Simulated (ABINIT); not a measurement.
# Quasiparticle gap of KF (Carobbiite) in ABINIT, part 2 of 3

Aim: the G0W0 gap of KF (Carobbiite) on LDA, step by step.

ABINIT 10.8.3; LDA and many-body steps on it, plane waves. Known limits of the many-body steps: not at the basis limit; coarse k mesh.

So far. Step 2 (Ground state): The gap is direct, at Γ.

**3. Bands along the symmetry lines**

Level of this step: DFT, LDA, plane waves, norm-conserving pseudopotentials (ABINIT).

The cheap functional maps the bands first; the places of the edges decide which points the dearer methods must see.

File run.abi:

```
acell 3*1.0 Angstrom
rprim 
  -0.000000000000 2.671850000000 2.671850000000
  2.671850000000 -0.000000000000 2.671850000000
  2.671850000000 2.671850000000 0.000000000000
ntypat 2
znucl 19 9
natom 2
typat 1 2
xred 
  0.000000000000 0.000000000000 0.000000000000
  0.500000000000 0.500000000000 0.500000000000
pp_dirpath "pseudos"
pseudos "K.upf, F.upf"
ecut 36
iscf -2
irdden 1
kptopt 0
nkpt 50
kpt 
  0.00000000 0.00000000 0.00000000
  0.06250000 0.00000000 0.06250000
  0.12500000 0.00000000 0.12500000
  0.18750000 0.00000000 0.18750000
  0.25000000 0.00000000 0.25000000
  0.31250000 0.00000000 0.31250000
  0.37500000 0.00000000 0.37500000
  0.43750000 0.00000000 0.43750000
  0.50000000 0.00000000 0.50000000
  0.51562500 0.03125000 0.51562500
  0.53125000 0.06250000 0.53125000
  0.54687500 0.09375000 0.54687500
  0.56250000 0.12500000 0.56250000
  0.57812500 0.15625000 0.57812500
  0.59375000 0.18750000 0.59375000
  0.60937500 0.21875000 0.60937500
  0.62500000 0.25000000 0.62500000
  0.37500000 0.37500000 0.75000000
  0.32812500 0.32812500 0.65625000
  0.28125000 0.28125000 0.56250000
  0.23437500 0.23437500 0.46875000
  0.18750000 0.18750000 0.37500000
  0.14062500 0.14062500 0.28125000
  0.09375000 0.09375000 0.18750000
  0.04687500 0.04687500 0.09375000
  0.00000000 0.00000000 0.00000000
  0.06250000 0.06250000 0.06250000
  0.12500000 0.12500000 0.12500000
  0.18750000 0.18750000 0.18750000
  0.25000000 0.25000000 0.25000000
  0.31250000 0.31250000 0.31250000
  0.37500000 0.37500000 0.37500000
  0.43750000 0.43750000 0.43750000
  0.50000000 0.50000000 0.50000000
  0.50000000 0.46875000 0.53125000
  0.50000000 0.43750000 0.56250000
  0.50000000 0.40625000 0.59375000
  0.50000000 0.37500000 0.62500000
  0.50000000 0.34375000 0.65625000
  0.50000000 0.31250000 0.68750000
  0.50000000 0.28125000 0.71875000
  0.50000000 0.25000000 0.75000000
  0.50000000 0.21875000 0.71875000
  0.50000000 0.18750000 0.68750000
  0.50000000 0.15625000 0.65625000
  0.50000000 0.12500000 0.62500000
  0.50000000 0.09375000 0.59375000
  0.50000000 0.06250000 0.56250000
  0.50000000 0.03125000 0.53125000
  0.50000000 0.00000000 0.50000000
istwfk *1
nband 15
nbdbuf 2
tolwfr 1e-08
nstep 40
prtwf 0
prtvol 0
indata_prefix "in"
outdata_prefix "out"
tmpdata_prefix "tmp"
```

On the command line:

```sh
OMP_NUM_THREADS=1 mpirun -n 4 abinit run.abi > log
```

Numbers of over 12 decimals in the logs are rounded to 6 here.

The program printed:

```text
.Version 10.8.3 of ABINIT. v10.8.2 released Aug 2026.

 Symmetries : space group Fm -3 m (#225); Bravais cF (face-center cubic)
[... echo of the input left out ...]
== DATASET  1 ==================================================================
-   mpi_nproc: 4, omp_nthreads: 1 (-1 if OMP is not activated)

--- !DatasetInfo
iteration_state: {dtset: 1, }
dimensions: {natom: 2, nkpt: 50, mband: 15, nsppol: 1, nspinor: 1, nspden: 1, mpw: 2693, }
cutoff_energies: {ecut:  36.0, pawecutdg:  -1.0, }
electrons: {nelect:   1.60000000E+01, charge:   0.00000000E+00, occopt:   1.00000000E+00, tsmear:   1.00000000E-02, }

 Real(R)+Recip(G) space primitive vectors, cartesian coordinates (Bohr,Bohr^-1):
 R(1)=  0.0000000  5.0490647  5.0490647  G(1)= -0.0990282  0.0990282  0.0990282
 R(2)=  5.0490647  0.0000000  5.0490647  G(2)=  0.0990282 -0.0990282  0.0990282
 R(3)=  5.0490647  5.0490647  0.0000000  G(3)=  0.0990282  0.0990282 -0.0990282
 Unit cell volume ucvol=  2.5743217E+02 bohr^3
 Angles (23,13,12)=  6.00000000E+01  6.00000000E+01  6.00000000E+01 degrees

 getcut: wavevector=  0.0000  0.0000  0.0000  ngfft=  40  40  40
         ecut(hartree)=     36.000   => boxcut(ratio)=   2.07404

--- Pseudopotential description ------------------------------------------------
- K Generated using ONCVPSP code by D. R. Hamann
- 19.00000   9.00000  180309                  znucl, zion, pspdat
12 -1012 2 -1 2170                            pspcod,pspxc,lmax,lloc,mmax
     nproj     2     2     2
  pspatm : epsatm=    8.21740868
         --- l  ekb(1:nproj) -->
             0   10.940065    0.829722
             1    4.437415    0.568178
             2   -3.386874   -1.066382
 pspatm: atomic psp has been read  and splines computed

- F Generated using ONCVPSP code by D. R. Hamann
-  9.00000   7.00000  201202                  znucl, zion, pspdat
12 -1012 2 -1 824                             pspcod,pspxc,lmax,lloc,mmax
     nproj     2     2     1
  pspatm : epsatm=    4.94580260
         --- l  ekb(1:nproj) -->
[...]
2   -2.364936
 pspatm: atomic psp has been read  and splines computed

--------------------------------------------------------------------------------

================================================================================
 prteigrs : about to open file out_EIG
 Non-SCF case, kpt    1 (  0.00000  0.00000  0.00000), residuals and eigenvalues=
  3.13E-09  1.22E-09  4.87E-09  5.10E-09  9.98E-09  5.20E-09  7.49E-09  3.12E-09
  2.75E-09  5.02E-09  9.36E-09  3.32E-09  6.39E-09  8.62E-09  5.42E-09
 -9.5408E-01 -6.7957E-01 -3.4519E-01 -3.4519E-01 -3.4519E-01 -1.1226E-02
 -1.1226E-02 -1.1226E-02  2.0271E-01  3.7626E-01  3.7626E-01  3.7626E-01
[...]
Non-SCF case, kpt    2 (  0.06250  0.00000  0.06250), residuals and eigenvalues=
  5.02E-09  2.05E-09  1.45E-09  4.87E-09  9.04E-09  5.76E-09  4.50E-09  7.52E-09
[...]
4.23E-09  2.80E-09  4.28E-09  7.26E-09  7.54E-09  6.79E-09  2.89E-09  5.18E-09
  1.21E-09  7.12E-09  1.96E-09  7.26E-09  8.13E-09  3.33E-09  5.89E-09
[...]
Non-SCF case, kpt   49 (  0.50000  0.03125  0.53125), residuals and eigenvalues=
[...]
Non-SCF case, kpt   50 (  0.50000  0.00000  0.50000), residuals and eigenvalues=
[...]
-9.4945E-01 -6.8026E-01 -3.6746E-01 -3.5357E-01 -3.5357E-01 -1.8911E-02
 -1.3197E-02 -1.3197E-02  2.8062E-01  3.6158E-01  4.0778E-01  4.8537E-01
[...]
--- !ResultsGS
iteration_state: {dtset: 1, }
comment   : Summary of ground state results
lattice_vectors:
- [ -0.0000000,   5.0490647,   5.0490647, ]
- [  5.0490647,  -0.0000000,   5.0490647, ]
- [  5.0490647,   5.0490647,   0.0000000, ]
lattice_lengths: [   7.14046,    7.14046,    7.14046, ]
lattice_angles: [ 60.000,  60.000,  60.000, ] # degrees, (23, 13, 12)
lattice_volume:   2.5743217E+02
convergence: {deltae:  0.000E+00, res2:  0.000E+00, residm:  9.976E-09, diffor:  0.000E+00, }
etotal    :  -5.46143363E+01
entropy   :   0.00000000E+00
fermie    :  -1.12255201E-02
cartesian_stress_tensor: null
pressure_GPa: null
xred      :
- [  0.0000E+00,   0.0000E+00,   0.0000E+00,  K]
- [  5.0000E-01,   5.0000E-01,   5.0000E-01,  F]
cartesian_forces: null
force_length_stats: {min: null, max: null, mean: null, }

 Integrated electronic density in atomic spheres:
 ------------------------------------------------
 Atom  Sphere_radius  Integrated_density
[...]
================================================================================

 ----iterations are completed or convergence reached----

 Mean square residual over all n,k,spin=   53.570E-10; max=  99.758E-10
 reduced coordinates (array xred) for    2 atoms
       0.000000000000      0.000000000000      0.000000000000
       0.500000000000      0.500000000000      0.500000000000

 cartesian coordinates (angstrom) at end:
    1      0.000000     0.000000     0.000000
    2      2.671850     2.671850     2.671850
 length scales=  1.889726125908  1.889726125908  1.889726125908 bohr
              =  1.000000000000  1.000000000000  1.000000000000 angstroms
 prteigrs : about to open file out_EIG
 Eigenvalues (hartree) for nkpt=  50  k points:
 kpt#   1, nband= 15, wtk=  1.00000, kpt=  0.0000  0.0000  0.0000 (reduced coord)
[...]
kpt#   2, nband= 15, wtk=  1.00000, kpt=  0.0625  0.0000  0.0625 (reduced coord)
[...]
kpt#   3, nband= 15, wtk=  1.00000, kpt=  0.1250  0.0000  0.1250 (reduced coord)
[...]
kpt#  49, nband= 15, wtk=  1.00000, kpt=  0.5000  0.0313  0.5313 (reduced coord)
  -0.94945   -0.68030   -0.36733   -0.35370   -0.35338   -0.01889   -0.01373   -0.01331
   0.28166    0.36269    0.40593    0.48537    0.50908    0.51071    0.55910
 kpt#  50, nband= 15, wtk=  1.00000, kpt=  0.5000  0.0000  0.5000 (reduced coord)
  -0.94945   -0.68026   -0.36746   -0.35357   -0.35357   -0.01891   -0.01320   -0.01320
   0.28062    0.36158    0.40778    0.48537    0.50907    0.50907    0.56150

== END DATASET(S) ==============================================================
================================================================================

 -outvars: echo values of variables after computation  --------
            nband          15
             nkpt          50
          spgroup         225
 [... the other variables as echoed above ...]

 Calculation completed.
```

Run time: 10 s. Hardware: 4 MPI ranks of Arm Neoverse V1, shared host; peak memory 0.33 GiB.

This step gave:

```yaml
gap: 5.822 eV
k_of_the_valence_top: 0, 0, 0
k_of_the_conduction_bottom: 0, 0, 0
least_direct_gap: 5.822 eV
```

The gap is 5.822 eV, as in the run before at this level.

Electronic bands along the path, in eV, zero at the top of the highest filled band; v1 is the highest filled band, c1 the lowest empty one:

```tsv
point	v4	v3	v2	v1	c1	c2	c3	c4
Γ	-9.09	0.00	0.00	0.00	5.82	10.54	10.54	10.54
halfway	-9.20	-0.51	-0.05	-0.05	7.65	8.94	12.02	12.02
X	-9.32	-0.21	-0.05	-0.05	7.94	10.14	11.40	13.51
halfway	-9.30	-0.21	-0.14	-0.10	8.16	10.38	11.06	13.51
U	-9.25	-0.35	-0.20	-0.19	8.69	10.43	10.93	13.48
jump to K	-9.25	-0.35	-0.20	-0.19	8.69	10.43	10.93	13.48
halfway	-9.09	-0.57	-0.29	-0.09	7.89	9.60	11.53	11.61
Γ	-9.09	0.00	0.00	0.00	5.82	10.54	10.54	10.54
halfway	-9.11	-0.46	-0.18	-0.18	7.35	9.87	11.29	11.29
L	-9.13	-0.84	-0.36	-0.36	8.80	10.24	11.96	11.96
halfway	-9.16	-0.60	-0.29	-0.26	9.13	9.80	11.55	12.61
W	-9.18	-0.42	-0.16	-0.16	9.47	9.47	11.08	13.22
halfway	-9.25	-0.24	-0.20	-0.09	8.38	10.57	10.73	13.46
X	-9.32	-0.21	-0.05	-0.05	7.94	10.14	11.40	13.51
```

The electronic bands as a text plot (rows in eV, shown from -8.0 to 11.8 only):

```
   11.4 |    +     +++++   ++++++++        +++++     +++++++   ++
   10.6 |++++         +++++        ++++++++      +++        +++++
    9.8 |  +++     +++     ++++++++++      ++++++   +++++++++
    8.9 |     ++  +      +++++++                ++++++++   ++
    8.1 |       +++++++++       +            +++             ++++
    7.3 |    +++                 ++         +
    6.5 |  ++                      ++    +++
    5.6 |++                          ++++
    4.8 |
    4.0 |
    3.1 |
    2.3 |
    1.5 |
    0.7 |
   -0.2 |********************************************************
   -1.0 |                   *****            **********
   -1.8 |
   -2.6 |
   -3.5 |
   -4.3 |
   -5.1 |
   -5.9 |
   -6.8 |
   -7.6 |
         Γ           X  U|K            Γ         L        W     X
```

**4. Empty states on the mesh, 4×4×4 mesh, 33 bands**

The sums over transitions need many empty states on a uniform mesh; this step solves for them.

File run.abi:

```
acell 3*1.0 Angstrom
rprim 
  -0.000000000000 2.671850000000 2.671850000000
  2.671850000000 -0.000000000000 2.671850000000
  2.671850000000 2.671850000000 0.000000000000
ntypat 2
znucl 19 9
natom 2
typat 1 2
xred 
  0.000000000000 0.000000000000 0.000000000000
  0.500000000000 0.500000000000 0.500000000000
pp_dirpath "pseudos"
pseudos "K.upf, F.upf"
ecut 36
ngkpt 4 4 4
nshiftk 1
shiftk 0 0 0
kptopt 1
chksymbreak 0
iscf -2
irdden 1
istwfk *1
nband 33
nbdbuf 4
tolwfr 1e-09
nstep 60
prtvol 0
indata_prefix "in"
outdata_prefix "out"
tmpdata_prefix "tmp"
```

The program printed:

```text
.Version 10.8.3 of ABINIT. v10.8.2 released Aug 2026.

 Symmetries : space group Fm -3 m (#225); Bravais cF (face-center cubic)
[... echo of the input left out ...]
== DATASET  1 ==================================================================
-   mpi_nproc: 4, omp_nthreads: 1 (-1 if OMP is not activated)

--- !DatasetInfo
iteration_state: {dtset: 1, }
dimensions: {natom: 2, nkpt: 8, mband: 33, nsppol: 1, nspinor: 1, nspden: 1, mpw: 2685, }
cutoff_energies: {ecut:  36.0, pawecutdg:  -1.0, }
electrons: {nelect:   1.60000000E+01, charge:   0.00000000E+00, occopt:   1.00000000E+00, tsmear:   1.00000000E-02, }

 Real(R)+Recip(G) space primitive vectors, cartesian coordinates (Bohr,Bohr^-1):
 R(1)=  0.0000000  5.0490647  5.0490647  G(1)= -0.0990282  0.0990282  0.0990282
 R(2)=  5.0490647  0.0000000  5.0490647  G(2)=  0.0990282 -0.0990282  0.0990282
 R(3)=  5.0490647  5.0490647  0.0000000  G(3)=  0.0990282  0.0990282 -0.0990282
 Unit cell volume ucvol=  2.5743217E+02 bohr^3
 Angles (23,13,12)=  6.00000000E+01  6.00000000E+01  6.00000000E+01 degrees

 getcut: wavevector=  0.0000  0.0000  0.0000  ngfft=  40  40  40
         ecut(hartree)=     36.000   => boxcut(ratio)=   2.07404

--- Pseudopotential description ------------------------------------------------
- K Generated using ONCVPSP code by D. R. Hamann
- 19.00000   9.00000  180309                  znucl, zion, pspdat
12 -1012 2 -1 2170                            pspcod,pspxc,lmax,lloc,mmax
     nproj     2     2     2
  pspatm : epsatm=    8.21740868
         --- l  ekb(1:nproj) -->
             0   10.940065    0.829722
             1    4.437415    0.568178
             2   -3.386874   -1.066382
 pspatm: atomic psp has been read  and splines computed

- F Generated using ONCVPSP code by D. R. Hamann
-  9.00000   7.00000  201202                  znucl, zion, pspdat
12 -1012 2 -1 824                             pspcod,pspxc,lmax,lloc,mmax
     nproj     2     2     1
  pspatm : epsatm=    4.94580260
         --- l  ekb(1:nproj) -->
[...]
2   -2.364936
 pspatm: atomic psp has been read  and splines computed

--------------------------------------------------------------------------------

================================================================================
 prteigrs : about to open file out_EIG
 Non-SCF case, kpt    1 (  0.00000  0.00000  0.00000), residuals and eigenvalues=
  5.74E-10  4.04E-10  1.82E-10  3.08E-10  3.80E-10  1.56E-10  1.97E-10  4.99E-10
  2.49E-10  5.13E-11  1.83E-10  2.60E-10  1.27E-10  2.81E-10  2.19E-10  3.18E-10
  6.62E-10  7.98E-10  1.38E-10  1.16E-10  4.25E-10  1.57E-10  2.18E-10  6.70E-10
[...]
2.84E-07
 -9.5408E-01 -6.7957E-01 -3.4519E-01 -3.4519E-01 -3.4519E-01 -1.1226E-02
 -1.1226E-02 -1.1226E-02  2.0271E-01  3.7626E-01  3.7626E-01  3.7626E-01
  4.3854E-01  4.3854E-01  5.8945E-01  8.6982E-01  8.6982E-01  8.6982E-01
  8.7595E-01  8.7595E-01  8.7595E-01  9.5985E-01  9.5985E-01  9.5985E-01
  1.0327E+00  1.0327E+00  1.1783E+00  1.3809E+00  1.3809E+00  1.3809E+00
[...]
prteigrs : prtvol=0 or 1, do not print more k-points.

--- !ResultsGS
iteration_state: {dtset: 1, }
comment   : Summary of ground state results
lattice_vectors:
- [ -0.0000000,   5.0490647,   5.0490647, ]
- [  5.0490647,  -0.0000000,   5.0490647, ]
- [  5.0490647,   5.0490647,   0.0000000, ]
lattice_lengths: [   7.14046,    7.14046,    7.14046, ]
lattice_angles: [ 60.000,  60.000,  60.000, ] # degrees, (23, 13, 12)
lattice_volume:   2.5743217E+02
convergence: {deltae:  0.000E+00, res2:  0.000E+00, residm:  9.511E-10, diffor:  0.000E+00, }
etotal    :  -5.46143363E+01
entropy   :   0.00000000E+00
fermie    :  -1.12255201E-02
cartesian_stress_tensor: null
pressure_GPa: null
xred      :
- [  0.0000E+00,   0.0000E+00,   0.0000E+00,  K]
- [  5.0000E-01,   5.0000E-01,   5.0000E-01,  F]
cartesian_forces: null
force_length_stats: {min: null, max: null, mean: null, }

 Integrated electronic density in atomic spheres:
 ------------------------------------------------
 Atom  Sphere_radius  Integrated_density
[...]
================================================================================

 ----iterations are completed or convergence reached----

 Mean square residual over all n,k,spin=   42.992E-11; max=  95.110E-11
 reduced coordinates (array xred) for    2 atoms
       0.000000000000      0.000000000000      0.000000000000
       0.500000000000      0.500000000000      0.500000000000

 cartesian coordinates (angstrom) at end:
    1      0.000000     0.000000     0.000000
    2      2.671850     2.671850     2.671850
 length scales=  1.889726125908  1.889726125908  1.889726125908 bohr
              =  1.000000000000  1.000000000000  1.000000000000 angstroms
 prteigrs : about to open file out_EIG
 Eigenvalues (hartree) for nkpt=   8  k points:
 kpt#   1, nband= 33, wtk=  0.01563, kpt=  0.0000  0.0000  0.0000 (reduced coord)
[...]
0.86982    0.86982    0.87595    0.87595    0.87595    0.95985    0.95985    0.95985
   1.03271    1.03271    1.17830    1.38092    1.38092    1.38092    1.45888    1.50464
   1.50464
 prteigrs : prtvol=0 or 1, do not print more k-points.

== END DATASET(S) ==============================================================
================================================================================

 -outvars: echo values of variables after computation  --------
            nband          33
             nkpt           8
          spgroup         225
 [... the other variables as echoed above ...]

 Calculation completed.
```

It took 4.7 s on 4 MPI ranks; peak memory 0.31 GiB; 19 s of CPU time.

Numbers from this step:

| Property | Result |
| --- | --- |
| gap | 5.822 eV |
| k of the valence top | 0, 0, 0 |
| k of the conduction bottom | 0, 0, 0 |
| least direct gap | 5.822 eV |
| k points computed | 8 |
| lowest point of the top converged band, above the valence top | 33.40 eV |

On this mesh the gap is 5.822 eV.

**5. Screening, 4×4×4 mesh, 29 bands, screening to 87.1 eV**

The RPA dielectric matrix is built and inverted for each q.

This step: RPA screening on LDA, plane waves, norm-conserving pseudopotentials.

Changes to run.abi since step 4:

```diff
@@ -20,10 +20,11 @@
 chksymbreak 0
-iscf -2
-irdden 1
 istwfk *1
-nband 33
-nbdbuf 4
-tolwfr 1e-09
-nstep 60
-prtvol 0
+occopt 1
+irdwfk 1
+optdriver 3
+nband 29
+ecuteps 3.2
+inclvkb 2
+awtr 1
+symchi 1
 indata_prefix "in"
```

The program printed:

```text
.Version 10.8.3 of ABINIT. v10.8.2 released Aug 2026.

 Symmetries : space group Fm -3 m (#225); Bravais cF (face-center cubic)
[... echo of the input left out ...]
== DATASET  1 ==================================================================
-   mpi_nproc: 4, omp_nthreads: 1 (-1 if OMP is not activated)

--- !DatasetInfo
iteration_state: {dtset: 1, }
dimensions: {natom: 2, nkpt: 8, mband: 29, nsppol: 1, nspinor: 1, nspden: 1, mpw: 2685, }
cutoff_energies: {ecut:  36.0, pawecutdg:  -1.0, }
electrons: {nelect:   1.60000000E+01, charge:   0.00000000E+00, occopt:   1.00000000E+00, tsmear:   1.00000000E-02, }

 SCREENING: Calculation of the susceptibility and dielectric matrices

 Based on a program developped by R.W. Godby, V. Olevano, G. Onida, and L. Reining.
 Incorporated in ABINIT by V. Olevano, G.-M. Rignanese, and M. Torrent.
.Using double precision arithmetic ; gwpc =  8

[... cell and pseudopotentials left out ...]
--------------------------------------------------------------------------------

 ==== K-mesh for the wavefunctions ====
 Number of points in the irreducible wedge :     8
[... list of points left out ...]
 Together with 48 symmetry operations and time-reversal symmetry
 yields    64 points in the full Brillouin Zone.

 ==== Q-mesh for the screening function ====
 Number of points in the irreducible wedge :     8
[... list of points left out ...]
 Together with 48 symmetry operations and time-reversal symmetry
 yields    64 points in the full Brillouin Zone.

 setmesh: FFT mesh size selected  =    25x   25x   25
          total number of points  =        15625

 vcoul_init : cutoff-mode = AUXILIARY_FUNCTION
 q-points for optical limit:   1
     1)      0.000010    0.000020    0.000030

- screening: taking advantage of time-reversal symmetry
- Maximum band index for partially occupied states nbvw = 8
- Remaining bands to be divided among processors   nbcw = 21
- Number of bands treated by each node ~5

 Number of electrons calculated from density =   16.0000; Expected =   16.0000
 average of density, n =  0.062152
 r_s =    1.5661
 omega_plasma =   24.0483 [eV]

 calculating chi0 at frequencies [eV] :
  1    0.000000E+00    0.000000E+00
  2    0.000000E+00    2.404829E+01

--------------------------------------------------------------------------------
  q-point number  1        q = ( 0.000000, 0.000000, 0.000000) [r.l.u.]
--------------------------------------------------------------------------------
[... chi0 elements left out ...]
 For q-point:  0.000010 0.000020 0.000030
  dielectric constant =   1.9394
  dielectric constant without local fields =   2.1293

  Average fulfillment of the sum rule on Im[epsilon] for q-point    1 :     32.12  [%]
[... wings left out ...]
  q-point number  2        q = ( 0.250000, 0.000000, 0.000000) [r.l.u.]
--------------------------------------------------------------------------------
[... chi0 elements left out ...]
  Average fulfillment of the sum rule on Im[epsilon] for q-point    2 :     50.69  [%]

 [... 6 further q-points ...]
```

Elapsed: 4 s, on 4 MPI ranks; peak memory 0.47 GiB; 16 s of CPU time.

This step gave:

- ε∞ with local fields, on this mesh, along the program's q direction: 1.939
- the same without local fields: 2.129
- plasma frequency: 24.05 eV
- plane waves in the screening matrix: 65

Local fields lower ε∞ by 9 %. On a Γ-centred mesh this coarse the value itself is usually too large, while a short band sum pulls it down.

(Part 2 of 3 ends here.)

[Paths, hosts, dates, memory and timing lines, banners, echoed tables and standing remarks are left out of the program output.]

[Logs are printed without paths, hosts, clocks, repeated set-up lines and the standing remarks that a program may print on its own settings, such as how far it seeks lower states.]

[Runs of the session that timed out or met a known fault of the program may be left out.]

[Hosts, paths, dates, database ids (printed as entryN), source tags and the programs' standing remarks are cut or masked in the printed files.]

[G0W0 gaps are taken among the corrected bands and points alone; a level outside them can change the order at an edge.]

[Where Ansatz stands beside ABINIT at settings called matched, ABINIT's density can come from a denser mesh and the files from another edition; pairs whose starting gaps differed by over 0.03 eV were left out, so agreement reads better than it is.]
